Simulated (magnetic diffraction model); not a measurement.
## Moment size from magnetic intensity in LiNbCr4Ge3Te

Space group R3m (no. 160), a = 3.6480 Å, c = 45.4270 Å.

| site | atom | x | y | z |
| --- | --- | --- | --- | --- |
| 3a | Te | 0 | 0 | 0.2027 |
| 3a | Nb | 2/3 | 1/3 | 0.0354 |
| 3a | Ge | 1/3 | 2/3 | 0.1653 |
| 3a | Ge | 2/3 | 1/3 | 0.2327 |
| 3a | Ge | 0 | 0 | 0.2982 |
| 3a | Cr | 1/3 | 2/3 | 0.0709 |
| 3a | Cr | 2/3 | 1/3 | 0.1374 |
| 3a | Cr | 1/3 | 2/3 | 0.2687 |
| 3a | Cr | 0 | 0 | 0.0001 |
| 3a | Li | 0 | 0 | 0.1052 |

The compound is invented for this exercise: a known structure type with other elements, its cell scaled to their sizes and not relaxed.

Only Cr is taken to order (form factors of Cr2+); orders and moment sizes are assumed, and not adapted to the symmetry. Radiation: neutrons of λ = 2.567 Å, 8° to 75°; isotropic B of 0.59 Å² (Te), 0.55 Å² (Nb), 0.6 Å² (Ge), 0.74 Å² (Cr) and 1.08 Å² (Li). Simulated constant-wavelength pattern: nuclear and magnetic terms add, the magnetic one as |2.695 fm × Σ f S⊥ exp(2πi Q·r) exp(−B s²)|², summed over all Q at one angle with the factor 1/(sin²θ cos θ). For collinear order S is the moment m, which repeats by lattice and centring translations R with the sign exp(−2πi k·R). Free-ion form factors, Sears's scattering lengths of 1992, no absorption; a label names one of the reflections at its angle. The strongest nuclear line in the range is 100, and lines under 0.2 are left out.

In a first state the assumed order is k = (0 0 0), collinear moments along [101], 1.56 μB on Cr; signs + at (1/3, 2/3, 0.0709), − at (2/3, 1/3, 0.1374), + at (1/3, 2/3, 0.2687), − at (0, 0, 0.0001), with this pattern:

```csv
2θ (°),index,nuclear,magnetic
9.72,(0 0 3),56.1,0.0
19.52,(0 0 6),9.9,0.1
29.46,(0 0 9),3.6,0.0
39.64,(0 0 12),3.8,0.0
48.06,(1 0 1),3.3,5.2
48.43,(0 1 2),5.9,0.3
49.88,(1 0 4),7.5,4.1
50.15,(0 0 15),2.8,0.0
50.95,(0 1 5),5.1,0.0
53.73,(1 0 7),6.3,0.3
55.41,(0 1 8),2.9,0.1
59.32,(1 0 10),100.0,0.0
61.14,(0 0 18),0.4,0.0
61.53,(0 1 11),1.4,1.7
66.42,(1 0 13),4.7,0.0
69.09,(0 1 14),6.0,0.7
```
(The table stops after 16 lines; 2 more lie at higher angle.)

**Question.** Nearer the ordering temperature the line at 48.06° has total intensity 3.7 on the same scale, and all moments have shrunk alike. How large is the Cr moment?

The nuclear part, 3.3, stays, so the magnetic part is 0.5 against 5.2. It goes as m², so m = 1.56 × √(0.5/5.2) = 0.48 μB; the value used was 0.47 μB.

[Logs are printed without paths, hosts, clocks, repeated set-up lines and the standing remarks that a program may print on its own settings, such as how far it seeks lower states.]
